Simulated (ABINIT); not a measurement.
Planning a run of ABINIT 10.8.3 on SrTiO3 (Tausonite). The input:

```
acell 3*1.0 Angstrom
rprim 
  3.905280000000 0.000000000000 0.000000000000
  0.000000000000 3.905280000000 0.000000000000
  0.000000000000 0.000000000000 3.905280000000
ntypat 3
znucl 38 22 8
natom 5
typat 1 2 3 3 3
xred 
  0.500000000000 0.500000000000 0.500000000000
  0.000000000000 0.000000000000 0.000000000000
  0.500000000000 0.000000000000 0.000000000000
  0.000000000000 0.500000000000 0.000000000000
  0.000000000000 0.000000000000 0.500000000000
pp_dirpath "pseudos"
pseudos "Sr.upf, Ti.upf, O.upf"
ecut 38
ngkpt 4 4 4
nshiftk 1
shiftk 0 0 0
kptopt 1
chksymbreak 0
istwfk *1
occopt 1
irdwfk 1
optdriver 4
nband 197
gwcalctyp 0
ecutsigx 38
symsigma 1
nkptgw 2
kptgw 
  0.5000000000 0.5000000000 0.5000000000
  0.0000000000 0.0000000000 0.0000000000
bdgw 
  18 23
  18 23
ecuteps 7
irdscr 1
ppmodel 2
indata_prefix "in"
outdata_prefix "out"
tmpdata_prefix "tmp"
```

```sh
OMP_NUM_THREADS=1 mpirun -n 8 abinit run.abi > log
```

**Question.** How long will it take on 8 MPI ranks of Arm Neoverse V1, shared host, and how much memory?

It took 40 s; on shared hardware allow 20 s to 79 s. Peak host memory was 2.3 GiB.

[Paths, hosts, dates, memory and timing lines, banners, echoed tables and standing remarks are left out of the program output.]

[Logs are printed without paths, hosts, clocks, repeated set-up lines and the standing remarks that a program may print on its own settings, such as how far it seeks lower states.]

[Runs of the session that timed out or met a known fault of the program may be left out.]

[Hosts, paths, dates, database ids (printed as entryN), source tags and the programs' standing remarks are cut or masked in the printed files.]

[G0W0 gaps are taken among the corrected bands and points alone; a level outside them can change the order at an edge.]

[Where Ansatz stands beside ABINIT at settings called matched, ABINIT's density can come from a denser mesh and the files from another edition; pairs whose starting gaps differed by over 0.03 eV were left out, so agreement reads better than it is.]
